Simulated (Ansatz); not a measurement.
**1T-TiTe2 bilayer (AA) in a perpendicular field**

Wanted: the out-of-plane response of the 1T-TiTe2 bilayer (AA). A positive field points along +c.

Main program and level: Ansatz 0.2.0; plane-wave DFT, PBE-D3(BJ), Ansatz PAW, in the first sound run; inputs show where later runs differ.

This is a report of a sequence of runs, with most program output left out.

### Step 1. Set-up

The cell holds 6 atoms: 4 Te and 2 Ti. Cell: a = 3.750 Å, b = 3.750 Å, c = 52.352 Å, α = 90.0°, β = 90.0°, γ = 120.0°. Regions: layer 1: 1T-TiTe2, 3 atoms (2 Te and 1 Ti); layer 2: 1T-TiTe2, 3 atoms (2 Te and 1 Ti). Vacuum lies along c.

### Step 2. Relaxing the slab

The starting cell is a guess, so the in-plane lattice and the atoms are relaxed first, with the slab cut off from its images along the normal.

File input.yaml:

```yaml
crystal:
  lattice:
    - [3.75, 0.0, 0.0]
    - [-1.875, 3.2475952642, 0.0]
    - [0.0, 0.0, 52.3518433073]
  atoms:
    - { symbol: Te, position: [0.6666666667, 0.3333333333, 0.3982667788] }
    - { symbol: Ti, position: [0.0, 0.0, 0.433374632] }
    - { symbol: Te, position: [0.3333333333, 0.6666666667, 0.4684824851] }
    - { symbol: Te, position: [0.6666666667, 0.3333333333, 0.5315175149] }
    - { symbol: Ti, position: [0.0, 0.0, 0.566625368] }
    - { symbol: Te, position: [0.3333333333, 0.6666666667, 0.6017332212] }
  periodic: [true, true, false]
kpoints:
  mp_grid: { grid: [12, 12, 1] }
hamiltonian:
  xc: pbe
  dispersion: d3bj
scf:
  occupations: { method: fermi_dirac, width: 0.05 }
  convergence: { dr2_threshold: 1.0e-09 }
relax:
  f_tol: 0.004
  max_steps: 90
  cell: {}
output:
  write_potential: true
  write_density: true
  volumetric_format: npy
```

Started as:

```console
$ ansatz run input.yaml --threads 4 --pin off --max-ram 6144MiB --backend cpu --events-out ev --progress --plain --runs-dir out
```

Run time: 65 s. Hardware: 4 threads of Intel Xeon Platinum 8488C (Sapphire Rapids), shared host; peak memory 1.5 GiB.

Relaxation path:

| step | energy less that of the first step (eV) | largest force component (eV/Å) | volume (Å³) |
| --- | --- | --- | --- |
| 1 | 0.0000 | 0.8358 | 637.57 |
| 2 | -0.1221 | 0.7734 | 623.37 |
| 3 | -0.2613 | 0.1011 | 617.00 |
| 4 | -0.2607 | 0.2117 | 612.79 |
| 5 | -0.2746 | 0.0427 | 615.17 |
| 6 | -0.2757 | 0.0082 | 615.23 |
| 7 | -0.2758 | 0.0017 | 615.50 |
| 8* | -0.2749 | 0.0017 | 615.50 |

Relaxation steps marked * repeat the geometry before them on a plane-wave basis chosen anew for their cell, so energy and pressure can jump there. Relaxation step 4 was tried and not accepted.

The run keeps the 12 symmetry operations that it works with, so distortions that break them were not tested.

| cell as run | before | after | change |
| --- | --- | --- | --- |
| a (Å) | 3.750 | 3.685 | -1.7 % |
| b (Å) | 3.750 | 3.685 | -1.7 % |

The atoms that moved most (Å, along periodic axes as changes of fractional coordinates times the final cell, across vacuum about the mean position):

| atom | dx | dy | dz | length |
| --- | --- | --- | --- | --- |
| Te6 | 0.000 | 0.000 | -0.337 | 0.337 |
| Te1 | 0.000 | 0.000 | 0.337 | 0.337 |
| Ti5 | 0.000 | 0.000 | -0.267 | 0.267 |
| Ti2 | 0.000 | 0.000 | 0.267 | 0.267 |
| Te3 | 0.000 | 0.000 | 0.163 | 0.163 |
| Te4 | 0.000 | 0.000 | -0.163 | 0.163 |

The relaxed structure:

```cif
data_structure
_symmetry_space_group_name_H-M 'P 1'
_symmetry_Int_Tables_number 1
_cell_length_a 3.6845
_cell_length_b 3.6845
_cell_length_c 52.3518
_cell_angle_alpha 90.000
_cell_angle_beta 90.000
_cell_angle_gamma 120.000
_cell_volume 615.50
loop_
_atom_site_label
_atom_site_type_symbol
_atom_site_fract_x
_atom_site_fract_y
_atom_site_fract_z
_atom_site_occupancy
Te1 Te 0.66667 0.33333 0.40471 1
Ti2 Ti 0.00000 0.00000 0.43847 1
Te3 Te 0.33333 0.66667 0.47159 1
Te4 Te 0.66667 0.33333 0.52841 1
Ti5 Ti 0.00000 0.00000 0.56153 1
Te6 Te 0.33333 0.66667 0.59529 1
```

This step gave:

```yaml
energy_at_zero_smearing: -32925.8721 eV
```

The lattice constant a goes from 3.750 to 3.685 Å.

### Step 3. Atoms held, field 0

A sawtooth potential applies the field, turning back in the middle of the vacuum. With the dipole correction the typed value is the field outside the slab. The induced dipole is small, so the SCF threshold is tight.

The cell differs from the one that the last finished run ended in (c 52.352 → 27.977 Å).

File input.yaml:

```yaml
crystal:
  lattice:
    - [3.6845499666, 0.0, 0.0]
    - [-1.8422749833, 3.1909138726, 0.0]
    - [0.0, 0.0, 27.9768926065]
  atoms:
    - { symbol: Te, position: [0.6666666667, 0.3333333333, 0.321694054] }
    - { symbol: Ti, position: [0.0, 0.0, 0.3848539296] }
    - { symbol: Te, position: [0.3333333333, 0.6666666667, 0.4468437972] }
    - { symbol: Te, position: [0.6666666667, 0.3333333333, 0.5531562028] }
    - { symbol: Ti, position: [0.0, 0.0, 0.6151460704] }
    - { symbol: Te, position: [0.3333333333, 0.6666666667, 0.678305946] }
kpoints:
  mp_grid: { grid: [12, 12, 1] }
  band_path:
    path: [[0, 0, 0], [0.5, 0, 0], [0.33333333, 0.33333333, 0], [0, 0, 0]]
    npoints: 16
hamiltonian:
  xc: pbe
  dispersion: d3bj
scf:
  occupations: { method: fermi_dirac, width: 0.02585 }
  convergence: { dr2_threshold: 1.0e-10 }
efield:
  axis: 3
  dipole_correction: true
  ramp_position: 0.97
  ramp_width: 0.06
  amplitude: 0
output:
  dos: { projected: true, e_range: [-6, 5] }
  bader: true
  write_potential: true
  write_density: true
  volumetric_format: npy
  elf: true
```

It took 21 s on 4 threads; peak memory 1.1 GiB.

This step gave:

```yaml
energy_at_zero_smearing: -32925.8758 eV
work_function_upper_face: 4.829 eV
dipole_along_the_normal: 1.50e-7 e·Å
```

Running mean over a fixed 2.8 Å (it still follows the layers) of the planar mean; the ramp of the sawtooth is left out. The electron's electrostatic potential energy less the Fermi level by z:

z (Å), electron's electrostatic potential energy less the Fermi level (eV) and a bar from the least value:
```
        4       4.83 ##############################
        5       4.82 ##############################
        6       4.75 ##############################
        7       3.54 ##########################
        8       1.53 ####################
        9      -1.60 ##########
       10      -4.09 ###
       11      -4.95 
       12      -3.53 ####
       13      -0.52 ##############
       14      -0.12 ###############
       15      -0.57 #############
       16      -3.59 ####
       17      -4.99 
       18      -4.07 ###
       19      -1.52 ###########
       20       1.59 ####################
       21       3.60 ##########################
       22       4.75 ##############################
       23       4.82 ##############################
       24       4.83 ##############################
```

The density of states has structure finer than the step of the table below, so its rows give means over 0.2 eV, whole bins alone (the curve runs from -6 to 1.99 eV). Peaks (eV: height): -2.39: 9.09, -1.45: 17.5, 0.40: 8.65, 1.25: 14.4, 1.39: 31.1, 1.55: 19.1, 1.69: 18.9.

The density of states by energy, zero at the Fermi level; means over each step:

| energy (eV) | density of states (states/eV a cell) |
| --- | --- |
| -5.4 | 0 |
| -5.2 | 0.139 |
| -5.0 | 2.19 |
| -4.8 | 2.59 |
| -4.6 | 3.27 |
| -4.4 | 5.03 |
| -4.2 | 5.05 |
| -4.0 | 4.13 |
| -3.8 | 5.09 |
| -3.6 | 4.54 |
| -3.4 | 2.37 |
| -3.2 | 3.77 |
| -3.0 | 4.59 |
| -2.8 | 4.26 |
| -2.6 | 5.39 |
| -2.4 | 7.05 |
| -2.2 | 5.79 |
| -2.0 | 7.27 |
| -1.8 | 8.62 |
| -1.6 | 8.15 |
| -1.4 | 9.95 |
| -1.2 | 4.64 |
| -1.0 | 3.72 |
| -0.8 | 3.68 |
| -0.6 | 3.24 |
| -0.4 | 1.92 |
| -0.2 | 1.82 |
| 0.0 | 2.55 |
| 0.2 | 3.80 |
| 0.4 | 5.70 |
| 0.6 | 5.11 |
| 0.8 | 2.96 |
| 1.0 | 1.90 |
| 1.2 | 7.76 |
| 1.4 | 17.2 |
| 1.6 | 13.9 |
| 1.8 | 1.88 |

Projected DOS per atom over height of the atomic layer and energy from the Fermi level. Layers: Te Ti Te Te Ti Te from below.

Values in states/eV, 22 rows by 6 columns, each cell a mean:
```
0.21 1.29 0.16 0.16 1.29 0.21
0.81 5.76 0.68 0.68 5.76 0.81
0.29 1.77 0.28 0.28 1.77 0.29
0.15 1.48 0.18 0.18 1.48 0.15
0.22 2.08 0.23 0.23 2.08 0.22
0.18 0.93 0.16 0.16 0.93 0.18
0.32 0.39 0.26 0.26 0.39 0.32
0.70 0.45 0.58 0.58 0.45 0.70
0.84 0.53 0.67 0.67 0.53 0.84
1.41 1.40 1.43 1.43 1.40 1.41
1.42 1.35 1.36 1.36 1.35 1.42
1.33 0.91 0.93 0.93 0.91 1.33
1.14 0.75 1.04 1.04 0.75 1.14
0.83 0.46 0.93 0.93 0.46 0.83
0.71 0.32 0.51 0.51 0.32 0.71
1.08 0.42 0.67 0.67 0.42 1.08
1.06 0.35 0.85 0.85 0.35 1.06
0.60 0.43 1.38 1.38 0.43 0.60
0.26 0.30 0.83 0.83 0.30 0.26
0.11 0.13 0.34 0.34 0.13 0.11
0.00 0.00 0.00 0.00 0.00 0.00
0.00 0.00 0.00 0.00 0.00 0.00
```
Columns: height of the atomic layer (Å) from 9 to 19.0 (not evenly spaced); rows upwards: energy from the Fermi level (eV) from -5.96 to 1.96.

Electronic bands along the path, in eV, zero at the Fermi level:

| point | band 41 | band 42 | band 43 | band 44 | band 45 | band 46 | band 47 | band 48 |
| --- | --- | --- | --- | --- | --- | --- | --- | --- |
| Γ | 0.36 | 0.49 | 0.49 | 0.49 | 0.49 | 1.01 | 1.16 | 1.16 |
| halfway | -1.39 | -0.73 | -0.50 | -0.34 | 0.10 | 0.28 | 1.26 | 1.45 |
| M | -1.69 | -1.42 | -0.76 | -0.47 | -0.26 | -0.06 | 1.34 | 1.34 |
| halfway | -2.08 | -2.01 | -1.82 | -1.61 | 0.53 | 0.77 | 1.36 | 1.39 |
| K | -2.20 | -2.20 | -1.87 | -1.87 | 1.14 | 1.14 | 1.20 | 1.21 |
| halfway | -1.57 | -1.44 | -1.15 | -0.77 | 0.52 | 0.64 | 1.13 | 1.30 |
| Γ | 0.36 | 0.49 | 0.49 | 0.49 | 0.49 | 1.01 | 1.16 | 1.16 |

Electrostatic potential energy in the ca plane at fractional y = 0.000, with atoms of Ti within 0.2 Å of it. With pseudopotentials it is smooth inside the atoms' cores, unlike the true potential.

Ten even steps from '0' (-33 eV) to '9' (7 eV), each cell a mean:
```
99999999999999999999985000058999999999973000
99999999999999999999987311478999999999986311
99999999999999999998888766788889999988888766
99999999999999999987788888887778999887788888
99999999999999999876678999987667899876678999
99999999999999999986678999887668999876678999
99999999999999999988888877888788999988888877
99999999999999999999887533578899999998887534
99999999999999999999986100268999999999984100
99999999999999999999984000058999999999973000
```
Columns run along c (16.0 Å, from fractional 0.07 to 0.64 of the cell; values clipped at the 3rd and 97th percentile), rows up along a (3.7 Å). Atoms in or near the plane, at fractional coordinates: Ti at (0.38, 0.00), Ti at (0.62, 0.00).

Valence density in the ca plane at fractional y = 0.000, with atoms of Ti within 0.2 Å of it. It is the smooth field of the valence electrons, not physical close to the nuclei.

Ten steps, logarithmic in the rise over the least value, from '0' (0.00 × 1e0 e/Å³) to '9' (9.64 × 1e0 e/Å³), each cell a mean:
```
00000000000000000011124799732110000011125899
00000000000000000011223577522211000111223676
00000000000000000122222233222222111122222333
00000000000000001123332212223332111223332212
00000000000000001233332211223332211233332211
00000000000000001223332211223332211233332211
00000000000000000122332222223322111123322222
00000000000000000112222355322221100112223454
00000000000000000011123688632111000011124788
00000000000000000001124899831110000011125999
```
Columns run along c (16.0 Å, from fractional 0.07 to 0.64 of the cell), rows up along a (3.7 Å). Atoms in or near the plane, at fractional coordinates: Ti at (0.38, 0.00), Ti at (0.62, 0.00).

ELF in the ca plane at fractional y = 0.000, with atoms of Ti within 0.2 Å of it. It is the smooth field of the valence electrons, not physical close to the nuclei.

Values, 6 rows by 16 columns, each cell a mean:
```
0.00 0.00 0.00 0.00 0.00 0.02 0.12 0.23 0.39 0.43 0.21 0.13 0.04 0.21 0.24 0.51
0.00 0.00 0.00 0.00 0.01 0.14 0.46 0.57 0.27 0.23 0.56 0.41 0.17 0.54 0.44 0.19
0.00 0.00 0.00 0.00 0.03 0.36 0.66 0.56 0.47 0.41 0.58 0.55 0.30 0.58 0.59 0.30
0.00 0.00 0.00 0.00 0.03 0.31 0.63 0.58 0.41 0.35 0.60 0.53 0.27 0.59 0.58 0.23
0.00 0.00 0.00 0.00 0.01 0.08 0.34 0.49 0.29 0.29 0.46 0.32 0.11 0.45 0.35 0.33
0.00 0.00 0.00 0.00 0.00 0.01 0.08 0.16 0.37 0.39 0.14 0.09 0.03 0.15 0.22 0.39
```
Columns run along c (16.0 Å, from fractional 0.07 to 0.64 of the cell), rows up along a (3.7 Å). Atoms in or near the plane, at fractional coordinates: Ti at (0.38, 0.00), Ti at (0.62, 0.00).

The work function of the upper face is 4.83 eV.

### Step 4. Atoms held, field 0.1 V/Å

Edit input.yaml of step 3 so:

```diff
@@ -28,6 +28,4 @@
   ramp_width: 0.06
-  amplitude: 0
+  amplitude: 0.1
 output:
-  dos: { projected: true, e_range: [-6, 5] }
-  bader: true
   write_potential: true
@@ -35,2 +33 @@
   volumetric_format: npy
-  elf: true
```

The job ended after 12 s (4 threads; peak memory 0.98 GiB; 47 s of CPU time).

The dipole is 0.0819 e·Å.

### Step 5. Atoms held, field -0.1 V/Å

Edit input.yaml of step 4 so:

```diff
@@ -28,3 +28,3 @@
   ramp_width: 0.06
-  amplitude: 0.1
+  amplitude: -0.1
 output:
```

Elapsed: 12 s, on 4 threads; peak memory 0.98 GiB.

The dipole is -0.0819 e·Å.

### Step 6. Atoms held, field 0.5 V/Å

Edit input.yaml of step 5 so:

```diff
@@ -28,3 +28,3 @@
   ramp_width: 0.06
-  amplitude: -0.1
+  amplitude: 0.5
 output:
```

Run time: 14 s. Hardware: 4 threads; peak memory 0.98 GiB.

The dipole is 0.410 e·Å.

### Step 7. Atoms held, field -0.3 V/Å

Edit input.yaml of step 6 so:

```diff
@@ -28,4 +28,6 @@
   ramp_width: 0.06
-  amplitude: 0.5
+  amplitude: -0.3
 output:
+  dos: { projected: true, e_range: [-6, 5] }
+  bader: true
   write_potential: true
@@ -33 +35,2 @@
   volumetric_format: npy
+  elf: true
```

The job ended after 23 s (4 threads; peak memory 1.1 GiB).

The dipole is -0.246 e·Å.

### Step 8. Response, atoms held

This step: plane-wave DFT, PBE-D3(BJ), Ansatz PAW; response to a field along the normal, atoms held (Ansatz 0.2.0).

The dipoles give the slope, and the difference of two potentials shows where the field is screened.

Numbers from this step:

```
equivalent conductor thickness p/(ε₀AE) : 12.60 Å
distance between the outer atoms        : 9.977 Å
```

Table of dipole of the cell by applied field:

| applied field (V/Å) | dipole of the cell (e·Å) |
| --- | --- |
| -0.300 | -0.246 |
| -0.100 | -0.0819 |
| 0.000 | 0 |
| 0.100 | 0.0819 |
| 0.500 | 0.410 |

Local field over the applied field, running mean. From the potentials at -0.1 and 0.1 V/Å; running mean over 2.5 Å. Local field over applied field against z:

| z (Å) | local field over applied field |
| --- | --- |
| 4.5 | 0.997 |
| 5.0 | 0.991 |
| 5.5 | 0.976 |
| 6.0 | 0.940 |
| 6.5 | 0.861 |
| 7.0 | 0.725 |
| 7.5 | 0.556 |
| 8.0 | 0.383 |
| 8.5 | 0.220 |
| 9.0 | 0.0945 |
| 9.5 | 0.0361 |
| 10.0 | 0.0183 |
| 10.5 | 0.0108 |
| 11.0 | 0.0106 |
| 11.5 | 0.0161 |
| 12.0 | 0.0120 |
| 12.5 | 0.00693 |
| 13.0 | 0.00803 |
| 13.5 | 0.00999 |
| 14.0 | 0.0101 |
| 14.5 | 0.00996 |
| 15.0 | 0.00789 |
| 15.5 | 0.00706 |
| 16.0 | 0.0123 |
| 16.5 | 0.0160 |
| 17.0 | 0.0104 |
| 17.5 | 0.0111 |
| 18.0 | 0.0188 |
| 18.5 | 0.0373 |
| 19.0 | 0.0991 |
| 19.5 | 0.227 |
| 20.0 | 0.391 |
| 20.5 | 0.564 |
| 21.0 | 0.733 |
| 21.5 | 0.865 |
| 22.0 | 0.943 |
| 22.5 | 0.977 |
| 23.0 | 0.992 |
| 23.5 | 0.997 |

[end of part 1 of 2]

[Logs are printed without paths, hosts, clocks, repeated set-up lines and the standing remarks that a program may print on its own settings, such as how far it seeks lower states.]

[Hosts, paths, dates, database ids (printed as entryN), source tags and the programs' standing remarks are cut or masked in the printed files.]

[Maps of the electrostatic potential energy from Ansatz leave out the sawtooth potential of an applied field or a dipole correction, so their vacuum need not be flat; planar profiles and work functions include it.]

[The density of states shown here was stored with 400 of the rows of the run's finer table, so its peaks can read low, often by over a quarter, or be missed, and its means over a window can be off by a tenth or more.]
